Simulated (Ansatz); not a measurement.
# HfCdS3 (model cell, started as cubic perovskite with Hf in the octahedra): following an unstable mode

Wanted: the energy along a soft mode of HfCdS3 (model cell, started as cubic perovskite with Hf in the octahedra) and the structure at the end.

Program: Ansatz 0.2.0. Level of theory: DFT PBEsol, scalar-relativistic, plane waves, PAW; PAW set soft_1. Results are calculated unless marked as measured.

Most raw output is cut from this account.

The structure was built from a prototype and need not be the compound's stable phase.

**1. Starting point**

The structure is cubic, space group Pm-3m (No. 221). Conventional cell: a = 4.884 Å, b = 4.884 Å, c = 4.884 Å, α = 90.00°, β = 90.00°, γ = 90.00°. Nearest to Cd lie 12 S at 3.45 Å. Hf has 6 S at 2.44 Å nearest. Nearest to S lie 2 Hf at 2.44 Å. Farther neighbours and most contacts between anions are not listed.

**2. Phonons on a q mesh**

The cell comes from relaxations at this level that are not shown. Stability and thermal properties need the whole zone. Linear response on a 2×2×2 q mesh gives force constants as far as a supercell of that size would.

input.yaml reads:

```yaml
crystal:
  lattice:
    - [4.883728423, 0.0, 0.0]
    - [0.0, 4.883728423, 0.0]
    - [0.0, 0.0, 4.883728423]
  atoms:
    - { symbol: Cd, position: [0.0, 0.0, 0.0] }
    - { symbol: Hf, position: [0.5, 0.5, 0.5] }
    - { symbol: S, position: [0.5, 0.5, 0.0] }
    - { symbol: S, position: [0.5, 0.0, 0.5] }
    - { symbol: S, position: [0.0, 0.5, 0.5] }
kpoints:
  mp_grid: { grid: [8, 8, 8] }
hamiltonian:
  xc: pbesol
  pseudopotentials: { kind: paw, azcp: { folder: soft_1 }, xc_functional: pbe }
scf:
  occupations: { method: methfessel_paxton, width: 0.2 }
output:
  eigenvalues: true
phonons:
  method: dfpt
  qmesh: [2, 2, 2]
  temperatures: { t_max: 1000, t_step: 50 }
  qpath:
    path:
      - [[0.0, 0.0, 0.0], [0.0, 0.5, 0.0], [0.5, 0.5, 0.0], [0.0, 0.0, 0.0], [0.5, 0.5, 0.5], [0.0, 0.5, 0.0]]
      - [[0.5, 0.5, 0.5], [0.5, 0.5, 0.0]]
    npoints: 10
```

The run is started by

```sh
ansatz run input.yaml --threads 4 --pin off --max-ram 16384MiB --backend cpu --events-out ev --progress --plain --runs-dir out
```

Elapsed: 5.2 min, on 4 threads of Arm Neoverse V2, shared host; peak memory 1.6 GiB; 20 min of CPU time.

Numbers from this step:

```
volume per atom                                         : 23.30 Å³
gap on the k-mesh                                       : 0 eV
sum-rule residual before enforcement                    : 3.36e-5 eV/Å²
lowest frequency on the path                            : -192.1 cm⁻¹
point group                                             : m-3m
highest frequency on the path or at a solved wavevector : 476.4 cm⁻¹
highest optical mode at the zone centre (no LO-TO term) : 364.5 cm⁻¹
lowest optical zone-centre mode                         : -134.9 cm⁻¹
lowest mode on the q mesh (acoustic modes at Γ apart)   : -192.1 cm⁻¹
```

Frequencies (cm⁻¹) solved at each irreducible wavevector; negative means imaginary. Frequencies by wavevector, by row:

| q in reciprocal lattice units | star | mode 1 | mode 2 | mode 3 | mode 4 | mode 13 | mode 14 | mode 15 |
| --- | --- | --- | --- | --- | --- | --- | --- | --- |
| 0 0 0 | 1 | -134.9 | -134.9 | -134.9 | -112.3 | 364.5 | 364.5 | 364.5 |
| 0 0 -0.5 | 3 | -127.5 | -113.2 | -113.2 | -70.8 | 366.6 | 366.6 | 426.4 |
| 0 -0.5 -0.5 | 3 | -192.1 | -96.3 | -96.3 | -64.2 | 369.7 | 379.5 | 456.5 |
| -0.5 -0.5 -0.5 | 1 | -188.8 | -188.8 | -188.8 | -64.7 | 377.6 | 377.6 | 476.4 |

Interpolated from a 2×2×2 q mesh. Phonon branches along the path, in cm⁻¹:

| point | branch 1 | branch 2 | branch 3 | branch 4 | branch 12 | branch 13 | branch 14 | branch 15 |
| --- | --- | --- | --- | --- | --- | --- | --- | --- |
| Γ | -135 | -135 | -135 | -112 | 0 | 364 | 364 | 364 |
| halfway | -131 | -121 | -121 | -92 | 103 | 366 | 366 | 395 |
| X | -128 | -113 | -113 | -71 | 146 | 367 | 367 | 426 |
| halfway | -164 | -101 | -96 | -67 | 145 | 368 | 376 | 438 |
| M | -192 | -96 | -96 | -64 | 144 | 370 | 380 | 456 |
| halfway | -150 | -104 | -104 | -85 | 104 | 367 | 374 | 413 |
| Γ | -135 | -135 | -135 | -112 | 0 | 364 | 364 | 364 |
| halfway | -153 | -137 | -137 | -71 | 109 | 374 | 374 | 429 |
| R | -189 | -189 | -189 | -65 | 157 | 378 | 378 | 476 |
| halfway | -165 | -152 | -139 | -69 | 146 | 374 | 377 | 449 |
| X | -128 | -113 | -113 | -71 | 146 | 367 | 367 | 426 |
| jump to R | -189 | -189 | -189 | -65 | 157 | 378 | 378 | 476 |
| halfway | -190 | -156 | -156 | -66 | 146 | 376 | 379 | 465 |
| M | -192 | -96 | -96 | -64 | 144 | 370 | 380 | 456 |

Symmetry leaves 4 wavevectors to solve. The lowest mode among them, the acoustic zeros apart, lies at q = (0, -0.5, -0.5) and is imaginary, 192.1i cm⁻¹, so the energy falls along it.

**3. The mode frozen in, largest atomic shift 0 Å**

The mode followed lies at q = (0, -0.5, -0.5) with frequency 192.1i cm⁻¹, the softest among the wavevectors solved. At small amplitude the distorted cell has space group no. 127 by a symmetry search on the positions. The undistorted cell that holds it gives the zero of energy on the same k mesh.

System of this step: HfCdS3 (model cell, started as cubic perovskite with Hf in the octahedra). The structure is cubic, space group Pm-3m (No. 221). The conventional cell has a = 4.884 Å, b = 4.884 Å, c = 4.884 Å, α = 90.00°, β = 90.00°, γ = 90.00°. Cd has 12 S at 3.45 Å nearest. Nearest to Hf lie 6 S at 2.44 Å. S has 2 Hf at 2.44 Å nearest. Nearest to S lie 2 Hf at 2.44 Å. Farther neighbours and most contacts between anions are not listed.

input.yaml reads:

```yaml
crystal:
  lattice:
    - [-4.883728423, 0.0, 0.0]
    - [0.0, -4.883728423, -4.883728423]
    - [0.0, -4.883728423, 4.883728423]
  atoms:
    - { symbol: Cd, position: [1.0, 0.5, 0.5] }
    - { symbol: Cd, position: [1.0, 0.0, 0.0] }
    - { symbol: Hf, position: [0.5, 0.0, 0.5] }
    - { symbol: Hf, position: [0.5, 0.5, 0.0] }
    - { symbol: S, position: [0.5, 0.25, 0.25] }
    - { symbol: S, position: [0.5, 0.75, 0.75] }
    - { symbol: S, position: [0.5, 0.25, 0.75] }
    - { symbol: S, position: [0.5, 0.75, 0.25] }
    - { symbol: S, position: [0.0, 0.0, 0.5] }
    - { symbol: S, position: [0.0, 0.5, 0.0] }
kpoints:
  mp_grid: { grid: [8, 6, 6] }
hamiltonian:
  xc: pbesol
  pseudopotentials: { kind: paw, azcp: { folder: soft_1 }, xc_functional: pbe }
scf:
  occupations: { method: methfessel_paxton, width: 0.2 }
output:
  forces: true
  stress: true
  eigenvalues: true
```

The job ended after 13 s (4 threads; peak memory 1.1 GiB).

This step gave:

```yaml
pressure: -0.005016 GPa
energy_from_the_undistorted_cell: 0 meV/atom
```

The run ends at a pressure of -0.01 GPa.

**4. The mode frozen in, largest atomic shift 0.6 Å**

The atoms are moved along the unstable eigenvector, the largest shift by 0.6 Å, with the cell fixed.

input.yaml, the sections that differ from step 3:

```yaml
crystal:
  lattice:
    - [-4.883728423, 0.0, 0.0]
    - [0.0, -4.883728423, -4.883728423]
    - [0.0, -4.883728423, 4.883728423]
  atoms:
    - { symbol: Cd, position: [1.0, 0.5, 0.5] }
    - { symbol: Cd, position: [1.0, 0.0, 0.0] }
    - { symbol: Hf, position: [0.5, 0.0, 0.5] }
    - { symbol: Hf, position: [0.5, 0.5, 0.0] }
    - { symbol: S, position: [0.5, 0.3114284772, 0.3114284772] }
    - { symbol: S, position: [0.5, 0.6885715228, 0.6885715228] }
    - { symbol: S, position: [0.5, 0.1885715228, 0.8114284772] }
    - { symbol: S, position: [0.5, 0.8114284772, 0.1885715228] }
    - { symbol: S, position: [0.0, 0.0, 0.5] }
    - { symbol: S, position: [0.0, 0.5, 0.0] }
# kpoints, hamiltonian, scf, output: as in step 3
```

Run time: 13 s. Hardware: 4 threads; peak memory 1.1 GiB.

This step gave:

* pressure: -3.668 GPa
* energy from the undistorted cell: -205.5 meV/atom

The energy, extrapolated to zero smearing, is -205.52 meV/atom against the undistorted cell.

The run ends at a pressure of -3.67 GPa, with forces up to 1.0 eV/Å.

**5. Energy along the mode, all amplitudes (two of the runs are shown above)**

An imaginary frequency means negative curvature, so the energy should fall and then rise again as anharmonic terms take over.

This step gave:

```
depth at the lowest point sampled  : 205.5 meV/atom
largest atomic shift at that point : 0.6 Å
```

Table of energy from the parent by largest atomic shift:

| largest atomic shift (Å) | energy from the parent (meV/atom) |
| --- | --- |
| 0.000 | 0 |
| 0.040 | -1.38 |
| 0.080 | -5.56 |
| 0.140 | -16.9 |
| 0.220 | -39.5 |
| 0.320 | -77.2 |
| 0.450 | -136 |
| 0.600 | -206 |

Displacement at unit largest shift by atom:

| atom | x (Å) | y (Å) | z (Å) | size |
| --- | --- | --- | --- | --- |
| Cd1 | 0.00 | 0.00 | 0.00 | 0.00 |
| Cd2 | 0.00 | 0.00 | 0.00 | 0.00 |
| Hf3 | 0.00 | 0.00 | 0.00 | 0.00 |
| Hf4 | 0.00 | 0.00 | 0.00 | 0.00 |
| S5 | 0.00 | -1.00 | 0.00 | 1.00 |
| S6 | 0.00 | 1.00 | 0.00 | 1.00 |
| S7 | 0.00 | 0.00 | 1.00 | 1.00 |
| S8 | 0.00 | 0.00 | -1.00 | 1.00 |
| S9 | 0.00 | 0.00 | 0.00 | 0.00 |
| S10 | 0.00 | 0.00 | 0.00 | 0.00 |

The lowest of the steps tried is the last one, at 0.6 Å, 206 meV/atom below the parent; the bottom of the well need not coincide with a step.

**6. Relaxation from the frozen mode**

Starting from the lowest point found, all atoms and the cell are let go, so that strain and other modes of the same symmetry can join in.

Changes to input.yaml since step 4:

```diff
@@ -27 +27,6 @@
   eigenvalues: true
+relax:
+  adjacent_minimum: "off"
+  f_tol: 0.002
+  max_steps: 120
+  cell: { stress_tol: 0.03 }
```

The job ended after 90 s (4 threads; peak memory 1.1 GiB; 5.9 min of CPU time).

Step by step:

| step | energy less that of the first step (eV) | largest force component (eV/Å) | pressure (GPa) | volume (Å³) |
| --- | --- | --- | --- | --- |
| 1 | 0.0000 | 1.0355 | -3.67 | 232.96 |
| 2 | -0.8060 | 0.4275 | -1.29 | 220.90 |
| 3 | -0.8171 | 0.5483 | 0.16 | 216.00 |
| 4 | -0.8853 | 0.1079 | 0.64 | 215.33 |
| 5 | -0.8901 | 0.0068 | -0.02 | 216.60 |
| 6 | -0.8903 | 0.0002 | 0.00 | 216.66 |
| 7* | -0.8872 | 0.0005 | 0.00 | 216.66 |

Relaxation steps marked * repeat the geometry before them on a plane-wave basis chosen anew for their cell, so energy and pressure can jump there.

The run keeps the 16 symmetry operations that it works with, so distortions that break them were not tested.

| cell as run | before | after | change |
| --- | --- | --- | --- |
| a (Å) | 4.884 | 4.760 | -2.5 % |
| b (Å) | 6.907 | 6.747 | -2.3 % |
| c (Å) | 6.907 | 6.747 | -2.3 % |
| volume (Å³/atom) | 23.30 | 21.67 | -7.0 % |

The atoms that moved most (Å, as changes of fractional coordinates times the final cell):

| atom | dx | dy | dz | length |
| --- | --- | --- | --- | --- |
| S6 | 0.000 | 0.260 | 0.000 | 0.260 |
| S5 | 0.000 | -0.260 | 0.000 | 0.260 |
| S8 | 0.000 | 0.000 | -0.260 | 0.260 |
| S7 | 0.000 | 0.000 | 0.260 | 0.260 |

Numbers from this step:

| Quantity | Value |
| --- | --- |
| pressure | -0.002506 GPa |
| volume per atom | 21.67 Å³ |

The distorted start has space group P4/mbm; the relaxation ends in P4/mbm.

**7. The new phase in its own primitive cell**

The relaxed structure is symmetrised, reduced to its primitive cell and relaxed tightly, as its phonons need.

input.yaml, the sections that differ from step 6:

```yaml
crystal:
  lattice:
    - [6.7468565776, 0.0, 0.0]
    - [0.0, 6.7468565776, 0.0]
    - [0.0, 0.0, 4.7597441063]
  atoms:
    - { symbol: Cd, position: [0.5, 0.0, 0.0] }
    - { symbol: Cd, position: [0.0, 0.5, 0.0] }
    - { symbol: Hf, position: [0.0, 0.0, 0.5] }
    - { symbol: Hf, position: [0.5, 0.5, 0.5] }
    - { symbol: S, position: [0.338679136, 0.838679136, 0.5] }
    - { symbol: S, position: [0.661320864, 0.161320864, 0.5] }
    - { symbol: S, position: [0.161320864, 0.338679136, 0.5] }
    - { symbol: S, position: [0.838679136, 0.661320864, 0.5] }
    - { symbol: S, position: [0.0, 0.0, 0.0] }
    - { symbol: S, position: [0.5, 0.5, 0.0] }
kpoints:
  mp_grid: { grid: [6, 6, 8] }
relax:
  adjacent_minimum: "off"
  f_tol: 0.001
  max_steps: 60
  cell: { stress_tol: 0.01 }
# hamiltonian, scf, output: as in step 6
```

Wall time 42 s (4 threads); peak memory 1 GiB.

Little changed from the start: no atom moved by 0.005 Å and no cell edge by 0.1 %.

This step gave:

* pressure: 4.63e-4 GPa

The largest force component left is 0.27 meV/Å and the pressure is 0.000 GPa, within the tolerances set. The cell now holds 21.67 Å³/atom.

**8. Modes of the new phase, k-mesh 6×6×8**

A relaxed structure may still be a saddle point, so its zone-centre modes are computed. No field response is asked, since the mesh shows no gap.

input.yaml, the sections that differ from step 7:

```yaml
crystal:
  lattice:
    - [6.7471785172, 0.0, 0.0]
    - [0.0, 6.7471785172, 0.0]
    - [0.0, 0.0, 4.7593255758]
  atoms:
    - { symbol: Cd, position: [0.5, 0.0, 0.0] }
    - { symbol: Cd, position: [0.0, 0.5, 0.0] }
    - { symbol: Hf, position: [0.0, 0.0, 0.5] }
    - { symbol: Hf, position: [0.5, 0.5, 0.5] }
    - { symbol: S, position: [0.3386764884, 0.8386764884, 0.5] }
    - { symbol: S, position: [0.6613235116, 0.1613235116, 0.5] }
    - { symbol: S, position: [0.1613235116, 0.3386764884, 0.5] }
    - { symbol: S, position: [0.8386764884, 0.6613235116, 0.5] }
    - { symbol: S, position: [0.0, 0.0, 0.0] }
    - { symbol: S, position: [0.5, 0.5, 0.0] }
output:
  eigenvalues: true
phonons:
  method: dfpt
# kpoints, hamiltonian, scf: as in step 7
# relax: removed
```

Elapsed: 7.8 min, on 4 threads; peak memory 4.5 GiB; 31 min of CPU time.

Numbers from this step:

| Quantity | Value |
| --- | --- |
| sum-rule residual before enforcement | 9.38e-5 eV/Å² |
| point group | 4/mmm |
| highest optical mode at the zone centre (no LO-TO term) | 420.3 cm⁻¹ |
| lowest optical zone-centre mode | -116.2 cm⁻¹ |

Patterns of degenerate modes are one choice out of their space. The modes at Γ (shares of kinetic energy by element, %) (negative means imaginary):

| mode | frequency (cm⁻¹) | symmetry | Cd % | Hf % | S % |
| --- | --- | --- | --- | --- | --- |
| 1 | -116.2 | Eu | 5 | 5 | 90 |
| 2 | -116.2 | Eu | 5 | 5 | 90 |
| 3 | -62.7 | Eu | 53 | 1 | 45 |
| 4 | -62.7 | Eu | 53 | 1 | 45 |
| 5 | 0.0 | acoustic | 29 | 46 | 25 |
| 6 | 0.0 | acoustic | 29 | 46 | 25 |
| 7 | 0.0 | acoustic | 29 | 46 | 25 |
| 8 | 27.0 | Eu | 69 | 27 | 4 |
| 9 | 27.0 | Eu | 69 | 27 | 4 |
| 10 | 36.6 | B1u | 88 | 0 | 12 |
| 11 | 39.6 | A2u | 52 | 41 | 7 |
| 12 | 43.7 | A1u | 0 | 92 | 8 |
| 13 | 54.6 | Eg | 0 | 0 | 100 |
| 14 | 54.6 | Eg | 0 | 0 | 100 |
| 15 | 67.5 | Eu | 27 | 27 | 45 |
| 16 | 67.5 | Eu | 27 | 27 | 45 |
| 17 | 95.9 | A2u | 19 | 5 | 76 |
| 18 | 121.7 | B1u | 12 | 0 | 88 |
| 19 | 129.2 | Eu | 16 | 49 | 35 |
| 20 | 129.2 | Eu | 16 | 49 | 35 |
| 21 | 143.7 | Eu | 0 | 39 | 61 |
| 22 | 143.7 | Eu | 0 | 39 | 61 |
| 23 | 257.5 | A1g | 0 | 0 | 100 |
| 24 | 269.6 | B2g | 0 | 0 | 100 |
| 25 | 292.3 | Eu | 0 | 5 | 95 |
| 26 | 292.3 | Eu | 0 | 5 | 95 |
| 27 | 320.5 | B1g | 0 | 0 | 100 |
| 28 | 383.3 | A2g | 0 | 0 | 100 |
| 29 | 414.2 | A2u | 0 | 8 | 92 |
| 30 | 420.3 | A1u | 0 | 8 | 92 |

Displacements in mode 1 (-116.2 cm⁻¹), the largest set to 1:
```
Cd1  0.00  0.00  0.00
Cd2 -0.13 -0.13  0.00
Hf3 -0.04 -0.09  0.00
Hf4 -0.09 -0.04  0.00
S5  -0.10 -0.10  0.00
S6  -0.10 -0.10  0.00
S7   0.12  0.12  0.00
S8   0.12  0.12  0.00
S9   0.15  1.00  0.00
S10  1.00  0.16  0.00
```

Displacements in mode 28 (383.3 cm⁻¹), the largest set to 1:
```
Cd1  0.00  0.00  0.00
Cd2  0.00  0.00  0.00
Hf3  0.00  0.00  0.00
Hf4  0.00  0.00  0.00
S5   1.00 -1.00  0.00
S6  -1.00  1.00  0.00
S7   1.00  1.00  0.00
S8  -1.00 -1.00  0.00
S9   0.00  0.00  0.00
S10  0.00  0.00  0.00
```

Before it was imposed, the acoustic sum rule was missed by 9.4e-5 eV/Å². Small misses are needed for a sound result but don't prove that mesh and cutoff are converged. The lowest optical mode is imaginary, 116.2i cm⁻¹, so the energy falls along it.

**9. Outcome**

```yaml
unstable_mode_of_the_parent: q = (0, -0.5, -0.5), 192i cm⁻¹
depth_at_the_lowest_point_sampled: 206 meV/atom
largest_atomic_shift_at_that_point: 0.6 Å
space_group_reached_within_0p01_a: P4/mbm
energy_gained_over_the_parent_first_relaxation_on_the_mesh_of_the_frozen_mode: 294 meV/atom
volume_per_atom_phase_reached: 21.7 Å³
lowest_optical_zone_centre_mode_phase_reached: -116 cm⁻¹
highest_optical_mode_at_the_zone_centre_no_lo_to_term_phase_reached: 420 cm⁻¹
```

What this shows: Along this mode the structure falls into P4/mbm, 294 meV/atom below the parent. At the parent's cell the well is 205.5 meV/atom deep on the steps tried, with its lowest point at a shift of 0.6 Å. That is the last step tried, so the steps alone don't bracket the bottom of the well. Relaxing atoms and cell changes the gain by +88.51 meV/atom against the lowest step (energies at zero smearing). The new phase still has an imaginary mode at the zone centre of its cell, so it is a saddle point on the way to a lower structure. Of the 4 patterns followed to their end from this parent, this one ends 188 meV/atom above the lowest, R-3c. Each path keeps the symmetry of its pattern, so a lower phase may lie along a pattern not tried. With no gap, or one that is small against the smearing, the frequencies hang on the k mesh and the smearing, most of all near Kohn anomalies. A semilocal functional can close a gap that the real compound would have, so the metallic treatment may be an artefact of the level. Spin-orbit coupling is left out, which can matter for the heavy elements here. The PAW files were made for PBE and serve the other functionals too. The starting cell was built on a prototype and not taken from a measurement, so the phase need not exist.

[Logs are printed without paths, hosts, clocks, repeated set-up lines and the standing remarks that a program may print on its own settings, such as how far it seeks lower states.]

[Hosts, paths, dates, database ids (printed as entryN), source tags and the programs' standing remarks are cut or masked in the printed files.]
